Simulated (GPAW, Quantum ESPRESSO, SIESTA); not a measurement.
# Out-of-plane response of rocksalt HfN under biaxial strain, QE, PBE

Calculated with Quantum ESPRESSO 7.5: PBE; plane waves, GBRV 1.5 ultrasoft, 50/300 Ry; k-mesh 7×7×7. The first two cell vectors are strained alike from typed lattice constants; the third vector's length and the atoms are relaxed.

| in-plane strain (%) | 100 ln(c/c at zero strain) |
| --- | --- |
| -4 | 1.631 |
| -3 | 1.177 |
| -2 | 0.748 |
| -1 | 0.36 |
| 0 | 0 |
| +1 | -0.341 |
| +2 | -0.673 |
| +3 | -1.004 |
| +4 | ? |

Task: Fit a second-order form in the logarithmic strain to the rows given and extrapolate to the withheld row.

Worked fit:

With u = ln[(1 + ε)/(1 + ε0)], counted from the row at ε0 = +0 % where y0 = 0, a second-order form y = y0 + a u + b u² makes v = (y − y0)/u a line in u.

```
         u         v
-0.0408220  -39.9540
-0.0304592  -38.6418
-0.0202027  -37.0247
-0.0100503  -35.8197
0.00995033  -34.2702
 0.0198026  -33.9854
 0.0295588  -33.9662
```

With n = 7: mean u = -0.00603178, mean v = -36.2374, Σ(u − ū)² = 0.0042136, Σ(u − ū)(v − v̄) = 0.36797. Slope b = 0.36797 / 0.0042136 = 87.329; intercept a = v̄ − b ū = -35.711.

At the withheld row u = 0.03922, v = a + b u = -32.29, and y = y0 + u v.

Prediction at +4: -1.266. The run gave -1.329, so the fit is high by 0.063 (4.7 % of the value).

The first-order term says that the third edge changes by -0.36 % for each per cent of in-plane stretch at ε0. The second-order term makes up 11 % of v at the withheld row. Among the rows given, the largest miss of the fit is at -4, by 0.028 (0.94 % of the range of the table).

Limits: The nuclei are static. The DFT runs use Fermi–Dirac occupations of width 0.1 eV, and energies are free energies.

[Logs are printed without paths, hosts, clocks, repeated set-up lines and the standing remarks that a program may print on its own settings, such as how far it seeks lower states.]

[Hosts, paths, dates, database ids (printed as entryN), source tags and the programs' standing remarks are cut or masked in the printed files.]
